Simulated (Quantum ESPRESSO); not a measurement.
# Energy and gap at +3 % biaxial strain: Bi2Se3 quintuple layer, 1 layer

**Set-up.** Quantum ESPRESSO 7.5 driven by ASE, PBE, GBRV ultrasoft, ESM (bc1); atomic heights clamped; cell area 15.159 Å² at zero strain.

```tsv
strain (%)	energy (meV a cell)	gap on the mesh (eV)
−3	113.92	1.011
−1.5	26.95	0.938
0	0.00	0.869
+1.5	26.96	0.805
```

**Question.** What are energy and gap at +3 %, and how stiff is the sheet?

**Fit.** About zero, E'' = (26.95 + 26.96 − 2 × 0.00)/1.5² = 23.96 meV per %² and E' = (26.96 − 26.95)/3 = 0.00 meV per %. With E = A K ε², where K = (C11 + C22)/2 + C12 (C11 + C12 for a hexagonal sheet), K = 23.96 × 10/(2 × 15.159) × 16.02 = 127 N/m. The parabola gives E(+3 %) = 0.00 + 3 × (0.00) + 4.5 × 23.96 = 107.8 meV. Continuing the last slope, the gap is 2 × 0.805 − 0.869 = 0.741 eV.

What the calculation gave: E = 102.1 meV and the gap 0.743 eV. The parabola misses by +5.7 meV, too high, since bonds soften under tension. The gap's line misses by −0.002 eV.

**Limits.** Clamped heights stiffen sheets with several planes. Semilocal gap, no spin-orbit coupling.

[Logs are printed without paths, hosts, clocks, repeated set-up lines and the standing remarks that a program may print on its own settings, such as how far it seeks lower states.]
